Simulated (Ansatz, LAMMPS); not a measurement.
# Structural relaxation of amorphous 71SiO2-29Al2O3 (mol %) (100 atoms), part 2 of 4

How does amorphous 71SiO2-29Al2O3 (mol %) (100 atoms) relax, and what do bonds, charges and levels look like afterwards?

Ansatz 0.2.0; Kohn-Sham DFT, PBE, PAW (set soft_2), plane waves.

The cell: 20 Si, 16 Al and 64 O. The quench rate of 50 K/ps is many orders above laboratory rates. The starting topology of bonds comes from the classical model. Only the Γ point is sampled in the main run, in a cell whose shortest periodic width is 11 Å.

So far. Step 3 (Single point at the start): Neighbours are counted within 2.16 Å (O-Si), 2.48 Å (O-Al).

## 4. Cell and atoms relaxed

The cell is relaxed with the atoms, since the starting lattice needn't suit this functional.

input.yaml reads:

```yaml
crystal:
  lattice:
    - [11.055, 0.0, 0.0]
    - [0.0, 11.055, 0.0]
    - [0.0, 0.0, 11.055]
  atoms:
    [... the 100 atom lines of step 3 ...]
kpoints:
  mp_grid: { grid: [1, 1, 1] }
hamiltonian:
  xc: pbe
scf:
  occupations: { method: fermi_dirac, width: 0.025 }
output:
  forces: true
relax:
  f_tol: 0.04
  max_steps: 250
  cell: {}
```

Command:

```
$ ansatz run input.yaml --threads 4 --pin off --max-ram 8192MiB --backend cpu --events-out ev --progress --plain --runs-dir out
```

Numbers of over 12 decimals in the logs are rounded to 6 here.

What it wrote:

```text
[...]
Crystal: 100 atoms, lattice volume = 1351.065 Å³
Basis set: ecut = 420 eV, 26529 PW (Γ), exchange–correlation on 150×150×150 points (8 copies of the dense FFT grid, shifted against one another)
Bands: 356, of which v1, the nominal top of the filled ones, is band 256 counted from 1 (255 counted from 0)
Symmetry: 1 space group operations
[...]
k-points: 1
[...]
SCF iter   1: F=—  HF=-57741.327572 eV  |F-HF|=—  |Δ(HF+E_count)|=         —  Δρ=2.08e-3  dr2=7.32e-2  ethr=1.77e-3  ⟨swp⟩=6.0  Hψ=1697  notcnv=0  defer=47
[...]
SCF iter   9: F=-57741.333600 eV  HF=-57741.333600 eV  |F-HF|=4.98e-9  |Δ(HF+E_count)|=   1.21e-7  Δρ=1.58e-6  dr2=3.72e-8  ethr=1.95e-11  ⟨swp⟩=2.0  Hψ=1131  notcnv=0
SCF 1 converged in 9 iterations: F = -57741.333600 eV  dr2 = 3.72e-8
[...]
relax step   1: F+E_penalty+E_count = -57741.33359951 eV  Δ(F+E_penalty+E_count) = +0.000e0 eV  max|allowed force component| = 2.338e0 eV/Å  Δτ_max = 0.0000 Å  P = +3.088 GPa  Ω = 1351.065 Å³  (9 SCF iters, dr2 threshold 1.00e-7 eV, accepted)
[... from here on, the SCF cycles and remarks between the steps are left out ...]
relax step   2: F+E_penalty+E_count = -57743.12240369 eV  Δ(F+E_penalty+E_count) = -1.789e0 eV  max|allowed force component| = 1.730e0 eV/Å  Δτ_max = 0.0652 Å  P = +1.679 GPa  Ω = 1355.373 Å³  energy of the carried Pulay correction = -1.429e-2 eV  (7 SCF iters, dr2 threshold 1.00e-5 eV, accepted)
relax step   3: F+E_penalty+E_count = -57744.76036302 eV  Δ(F+E_penalty+E_count) = -1.638e0 eV  max|allowed force component| = 6.011e-1 eV/Å  Δτ_max = 0.1567 Å  P = -0.596 GPa  Ω = 1353.806 Å³  energy of the carried Pulay correction = -9.102e-3 eV  (7 SCF iters, dr2 threshold 1.00e-5 eV, accepted)
relax step   4: F+E_penalty+E_count = -57745.12178738 eV  Δ(F+E_penalty+E_count) = -3.614e-1 eV  max|allowed force component| = 3.314e-1 eV/Å  Δτ_max = 0.2000 Å  P = +0.092 GPa  Ω = 1333.357 Å³  energy of the carried Pulay correction = +5.924e-2 eV  (8 SCF iters, dr2 threshold 1.00e-5 eV, accepted)
relax step   5: F+E_penalty+E_count = -57745.21835053 eV  Δ(F+E_penalty+E_count) = -9.656e-2 eV  max|allowed force component| = 3.034e-1 eV/Å  Δτ_max = 0.2000 Å  P = -0.045 GPa  Ω = 1330.528 Å³  energy of the carried Pulay correction = +6.878e-2 eV  (8 SCF iters, dr2 threshold 6.86e-6 eV, accepted)
relax step   6: F+E_penalty+E_count = -57745.34289470 eV  Δ(F+E_penalty+E_count) = -1.245e-1 eV  max|allowed force component| = 2.169e-1 eV/Å  Δτ_max = 0.2000 Å  P = -0.128 GPa  Ω = 1326.191 Å³  energy of the carried Pulay correction = +8.344e-2 eV  (7 SCF iters, dr2 threshold 5.75e-6 eV, accepted)
relax step   7: F+E_penalty+E_count = -57745.44613717 eV  Δ(F+E_penalty+E_count) = -1.032e-1 eV  max|allowed force component| = 2.816e-1 eV/Å  Δτ_max = 0.1992 Å  P = -0.101 GPa  Ω = 1320.067 Å³  energy of the carried Pulay correction = +1.042e-1 eV  (7 SCF iters, dr2 threshold 2.94e-6 eV, accepted)
relax step   8: F+E_penalty+E_count = -57745.71731833 eV  Δ(F+E_penalty+E_count) = -2.712e-1 eV  max|allowed force component| = 2.464e-1 eV/Å  Δτ_max = 0.2000 Å  P = +0.008 GPa  Ω = 1319.713 Å³  energy of the carried Pulay correction = +1.054e-1 eV  (8 SCF iters, dr2 threshold 4.95e-6 eV, accepted)
relax step   9: F+E_penalty+E_count = -57745.78183516 eV  Δ(F+E_penalty+E_count) = -6.452e-2 eV  max|allowed force component| = 1.190e0 eV/Å  Δτ_max = 0.1949 Å  P = -0.050 GPa  Ω = 1320.256 Å³  energy of the carried Pulay correction = +1.036e-1 eV  (7 SCF iters, dr2 threshold 3.79e-6 eV, accepted)
relax step  10: F+E_penalty+E_count = -57746.01096457 eV  Δ(F+E_penalty+E_count) = -2.291e-1 eV  max|allowed force component| = 2.858e-1 eV/Å  Δτ_max = 0.2000 Å  P = -0.091 GPa  Ω = 1320.126 Å³  energy of the carried Pulay correction = +1.040e-1 eV  (7 SCF iters, dr2 threshold 1.00e-5 eV, accepted)
relax step  11: F+E_penalty+E_count = -57746.06149709 eV  Δ(F+E_penalty+E_count) = -5.053e-2 eV  max|allowed force component| = 1.327e-1 eV/Å  Δτ_max = 0.1895 Å  P = +0.021 GPa  Ω = 1321.521 Å³  energy of the carried Pulay correction = +9.928e-2 eV  (7 SCF iters, dr2 threshold 5.11e-6 eV, accepted)
relax step  12: F+E_penalty+E_count = -57746.07309065 eV  Δ(F+E_penalty+E_count) = -1.159e-2 eV  max|allowed force component| = 4.916e-2 eV/Å  Δτ_max = 0.0335 Å  P = +0.021 GPa  Ω = 1320.930 Å³  energy of the carried Pulay correction = +1.013e-1 eV  (7 SCF iters, dr2 threshold 1.10e-6 eV, accepted)
relax step  13: F+E_penalty+E_count = -57746.07194760 eV  Δ(F+E_penalty+E_count) = +1.143e-3 eV  max|allowed force component| = 1.766e-2 eV/Å  Δτ_max = 0.0132 Å  P = -0.008 GPa  Ω = 1321.730 Å³  energy of the carried Pulay correction = +9.857e-2 eV  (7 SCF iters, dr2 threshold 1.51e-7 eV, accepted)
relax step  14: F+E_penalty+E_count = -57746.08903155 eV  Δ(F+E_penalty+E_count) = -1.708e-2 eV  max|allowed force component| = 1.769e-2 eV/Å  Δτ_max = 0.0000 Å  P = -0.011 GPa  Ω = 1321.730 Å³  stress off target by 3.44e-1 GPa  SCF on the basis re-selected at this cell (its energy is not comparable with the rows above)  (7 SCF iters)
relax step  15: F+E_penalty+E_count = -57746.09679947 eV  Δ(F+E_penalty+E_count) = -7.768e-3 eV  max|allowed force component| = 3.001e-2 eV/Å  Δτ_max = 0.0323 Å  P = -0.000 GPa  Ω = 1322.230 Å³  energy of the carried Pulay correction = -1.733e-3 eV  (7 SCF iters, dr2 threshold 2.96e-7 eV, accepted)
relax step  16: F+E_penalty+E_count = -57746.09735117 eV  Δ(F+E_penalty+E_count) = -5.517e-4 eV  max|allowed force component| = 3.008e-2 eV/Å  Δτ_max = 0.0000 Å  P = +0.003 GPa  Ω = 1322.230 Å³  stress off target by 2.68e-2 GPa  SCF on the basis re-selected at this cell (its energy is not comparable with the rows above)  (6 SCF iters)
[...]
SCF converged after 6 iterations
Free energy (F): -57746.097351 eV
[...]
Internal energy: -57746.097351 eV  (E = F + TS)
E sigma→0 (E₀):  -57746.097351 eV
Fermi energy:    5.110321 eV
[...]
--- Forces (eV/Å), atoms counted from 1 ---
  atom   1  Si     0.00357437    -0.01048321     0.00346969
  atom   2  Si     0.01514555    -0.00536954    -0.01566930
  atom   3  Si     0.00761834    -0.00243567     0.00356496
  atom   4  Si    -0.00814862    -0.00550235    -0.00351541
  atom   5  Si     0.00040545    -0.00261140     0.00836189
  atom   6  Si    -0.00015988     0.00377657    -0.00201864
  atom   7  Si     0.00524883    -0.00258977    -0.00294253
  atom   8  Si    -0.00038913    -0.00053578     0.00328591
  atom   9  Si     0.00995196    -0.00403503     0.01171739
  atom  10  Si     0.01268254    -0.00242987    -0.01695139
  atom  11  Si    -0.00604820    -0.02062104     0.01138127
  atom  12  Si    -0.00940456    -0.00391544     0.00440787
  atom  13  Si    -0.01547072    -0.01071071     0.00461471
  atom  14  Si    -0.00410164     0.00171917    -0.00438481
[...]
atom  99  O     -0.00358626    -0.01901984     0.00427670
  atom 100  O      0.00170604     0.00416963     0.00319213
  max |Σ_I F_I| component: 5.88e-5 eV/Å
--- Stress (GPa, compression-positive) ---
        0.003086       0.013223       0.000221
        0.013225       0.013635      -0.014214
        0.000222      -0.014218      -0.007775
  P = ⅓ Tr σ = 0.0030 GPa (0.030 kbar)
--- Relaxed structure (14 steps of the walk, 14 accepted, 2 SCFs on fresh bases) ---
  F+E_penalty+E_count = -57746.09735117 eV   max|allowed force component| = 3.008e-2 eV/Å   (the final SCF, on the basis selected at the relaxed cell)
  cell:  # Å, volume = 1322.2305 Å³
    - [10.952540, 0.456657, -0.122543]
    - [0.456657, 10.975609, -0.213588]
    - [-0.122543, -0.213588, 11.023718]
  atoms:
    - { symbol: Si, position: [0.962035, 0.288087, 0.401273] }
    - { symbol: Si, position: [0.749218, 0.875726, 0.819514] }
    - { symbol: Si, position: [0.756721, 0.684454, 0.616308] }
    - { symbol: Si, position: [0.801037, 0.280433, 0.854418] }
[...]
- { symbol: O, position: [0.073646, 0.804205, 0.496176] }
```

Elapsed: 3.8 min, on 4 threads of Arm Neoverse V1, shared host; peak memory 1.6 GiB.

Relaxation path:

| step | energy less that of the first step (eV) | largest force component (eV/Å) | pressure (GPa) | volume (Å³) |
| --- | --- | --- | --- | --- |
| 1 | 0.0000 | 2.3383 | 3.09 | 1351.06 |
| 2 | -1.7888 | 1.7301 | 1.68 | 1355.37 |
| 3 | -3.4268 | 0.6011 | -0.60 | 1353.81 |
| 4 | -3.7882 | 0.3314 | 0.09 | 1333.36 |
| 5 | -3.8848 | 0.3034 | -0.04 | 1330.53 |
| 6 | -4.0093 | 0.2169 | -0.13 | 1326.19 |
| 7 | -4.1125 | 0.2816 | -0.10 | 1320.07 |
| 8 | -4.3837 | 0.2464 | 0.01 | 1319.71 |
| 9 | -4.4482 | 1.1904 | -0.05 | 1320.26 |
| 10 | -4.6774 | 0.2858 | -0.09 | 1320.13 |
| 11 | -4.7279 | 0.1327 | 0.02 | 1321.52 |
| 12 | -4.7395 | 0.0492 | 0.02 | 1320.93 |
| 13 | -4.7383 | 0.0177 | -0.01 | 1321.73 |
| 14* | -4.7554 | 0.0177 | -0.01 | 1321.73 |
| 15 | -4.7632 | 0.0300 | 0.00 | 1322.23 |
| 16* | -4.7638 | 0.0301 | 0.00 | 1322.23 |

Relaxation steps marked * repeat the geometry before them on a plane-wave basis chosen anew for their cell, so energy and pressure can jump there.

| cell as run | before | after | change |
| --- | --- | --- | --- |
| a (Å) | 11.055 | 10.963 | -0.8 % |
| b (Å) | 11.055 | 10.987 | -0.6 % |
| c (Å) | 11.055 | 11.026 | -0.3 % |
| α (°) | 90.00 | 92.25 | +2.5 % |
| β (°) | 90.00 | 91.32 | +1.5 % |
| γ (°) | 90.00 | 85.22 | -5.3 % |
| volume (Å³/atom) | 13.51 | 13.22 | -2.1 % |

The atoms that moved most (Å, as changes of fractional coordinates times the final cell):

| atom | dx | dy | dz | length |
| --- | --- | --- | --- | --- |
| O96 | -0.168 | 0.494 | -0.568 | 0.771 |
| O58 | 0.394 | -0.554 | -0.011 | 0.679 |
| O44 | -0.156 | -0.068 | -0.644 | 0.666 |
| Al27 | -0.317 | 0.487 | 0.321 | 0.664 |
| O73 | -0.295 | 0.513 | 0.216 | 0.630 |
| O76 | 0.590 | -0.118 | -0.180 | 0.628 |
| O89 | 0.363 | -0.463 | -0.095 | 0.596 |
| O43 | -0.287 | 0.511 | -0.097 | 0.594 |

The relaxation changed the energy by -47.6 meV/atom, and atoms moved by 0.34 Å r.m.s., 0.77 Å at most.

## 5. Structure statistics after relaxation

Bonds before and after, by the cutoffs listed below:

| pair | bonds before | bonds after | mean before (Å) | mean after (Å) | spread before (Å) | spread after (Å) |
| --- | --- | --- | --- | --- | --- | --- |
| O-Si | 80 | 80 | 1.626 | 1.642 | 0.049 | 0.046 |
| O-Al | 65 | 68 | 1.795 | 1.819 | 0.108 | 0.100 |

Density 2.53 g/cm³, 13.22 Å³ an atom.

g(r), total and by pair (bins of 0.2 Å):

| r (Å) | total | O-O | O-Si | O-Al | Si-Si | Si-Al | Al-Al |
| --- | --- | --- | --- | --- | --- | --- | --- |
| 1.50 | 0.38 | 0.00 | 1.49 | 0.00 | 0.00 | 0.00 | 0.00 |
| 1.70 | 3.91 | 0.00 | 10.49 | 5.92 | 0.00 | 0.00 | 0.00 |
| 1.90 | 0.93 | 0.00 | 0.24 | 4.25 | 0.00 | 0.00 | 0.00 |
| 2.10 | 0.10 | 0.00 | 0.00 | 0.47 | 0.00 | 0.00 | 0.00 |
| 2.30 | 0.04 | 0.09 | 0.00 | 0.00 | 0.00 | 0.00 | 0.00 |
| 2.50 | 0.50 | 1.22 | 0.00 | 0.00 | 0.00 | 0.00 | 0.00 |
| 2.70 | 1.85 | 4.21 | 0.00 | 0.22 | 0.00 | 0.23 | 2.75 |
| 2.90 | 0.83 | 1.60 | 0.09 | 0.06 | 1.22 | 0.95 | 1.00 |
| 3.10 | 1.00 | 0.94 | 0.26 | 0.48 | 4.14 | 2.92 | 3.86 |
| 3.30 | 0.98 | 0.62 | 0.82 | 0.90 | 1.23 | 3.71 | 1.91 |
| 3.50 | 0.76 | 0.49 | 1.08 | 1.13 | 0.00 | 0.41 | 1.00 |
| 3.70 | 0.90 | 0.66 | 1.34 | 1.34 | 0.00 | 0.24 | 0.00 |
| 3.90 | 0.95 | 0.64 | 1.55 | 1.15 | 0.69 | 0.33 | 0.27 |
| 4.10 | 1.19 | 0.55 | 2.08 | 1.68 | 0.78 | 0.68 | 0.24 |
| 4.30 | 1.27 | 0.89 | 1.74 | 1.57 | 0.72 | 1.52 | 0.43 |
| 4.50 | 1.08 | 1.16 | 0.71 | 1.32 | 1.69 | 0.89 | 1.01 |
| 4.70 | 0.87 | 1.05 | 0.64 | 0.72 | 0.60 | 1.11 | 1.12 |
| 4.90 | 0.99 | 1.27 | 0.65 | 0.75 | 1.44 | 1.23 | 0.51 |
| 5.10 | 1.01 | 1.41 | 0.63 | 0.71 | 0.82 | 1.14 | 0.77 |
| 5.30 | 1.10 | 1.36 | 0.73 | 0.93 | 1.02 | 1.24 | 1.76 |

Bonds by pair of elements; cutoffs follow the first minimum of g(r), held within bounds set by covalent radii, and pairs that aren't listed don't count as bonded:

| pair A-B | cutoff (Å) | bonds | mean length (Å) | spread (Å) | shortest (Å) | B about A | A about B |
| --- | --- | --- | --- | --- | --- | --- | --- |
| O-Si | 2.16 | 80 | 1.64 | 0.046 | 1.59 | 1.25 | 4 |
| O-Al | 2.43 | 68 | 1.82 | 0.1 | 1.68 | 1.06 | 4.25 |

How many atoms have how many bonded neighbours:

| element | mean | 2 | 3 | 4 | 5 |
| --- | --- | --- | --- | --- | --- |
| Al | 4.25 | 0 | 0 | 12 | 4 |
| O | 2.31 | 44 | 20 | 0 | 0 |
| Si | 4 | 0 | 0 | 20 | 0 |

Bond angles (no mean is given where the spread exceeds 20°):

| angle | count | mean (°) | spread (°) |
| --- | --- | --- | --- |
| O-Si-O | 120 | 109 | 5.3 |
| O-Al-O | 112 | 108 | 18.8 |
| Al-O-Si | 50 | 132 | 16.9 |
| Al-O-Al | 30 | - | - |
| Si-O-Si | 24 | 142 | 13.3 |

Oxygen atoms by the number of network formers (Si, P, Ge, B, Al, As, Ga) bound to them:

| network formers bound to O | O atoms | per cent |
| --- | --- | --- |
| 0 | 0 | 0 |
| 1 | 0 | 0 |
| 2 | 44 | 68.8 |
| 3 | 20 | 31.2 |

Network units: each former by its oxygen neighbours and how many of them bridge to another former:

| former | O neighbours | bridging O | atoms |
| --- | --- | --- | --- |
| Si | 4 | 4 | 20 |
| Al | 4 | 4 | 12 |
| Al | 5 | 5 | 4 |

Bond length by coordination (bonds to H left out):

| element | coordination | atoms | mean bond length (Å) |
| --- | --- | --- | --- |
| Al | 4 | 12 | 1.79 |
| Al | 5 | 4 | 1.88 |
| O | 2 | 44 | 1.66 |
| O | 3 | 20 | 1.82 |

Rings of the network by King's shortest-path rule, up to 12 atoms, one path for each pair of neighbours; H, halogens, alkali and alkaline-earth atoms are left out, and the last column divides by all other atoms, bonded or not:

| ring size (atoms) | rings | per network atom |
| --- | --- | --- |
| 4 | 7 | 0.07 |
| 6 | 12 | 0.12 |
| 8 | 29 | 0.29 |
| 10 | 29 | 0.29 |
| 12 | 32 | 0.32 |

First main peaks of g(r), for some of the pairs, lie near 2.7 Å (O-O), 1.6 Å (O-Si), 1.8 Å (O-Al), 3.0 Å (Si-Si) and 3.2 Å (Si-Al). With the cutoffs above, 75 % of Al atoms have 4, 69 % of O atoms have 2 and all Si atoms have 4 bonded neighbours. The O-Si-O angle averages 109° with a spread of 5°. 69 % of the oxygens bridge two formers (Si and Al) and 0 % are non-bridging; 31 % join three. The commonest Si unit has 4 oxygens, 4 of them shared with other formers (20 of 20 atoms). Rings of 12 atoms are the most common (29 % of those counted); sizes run from 4 to 12, where the search stops.

[end of part 2 of 4]

[Logs are printed without paths, hosts, clocks, repeated set-up lines and the standing remarks that a program may print on its own settings, such as how far it seeks lower states.]

[Hosts, paths, dates, database ids (printed as entryN), source tags and the programs' standing remarks are cut or masked in the printed files.]
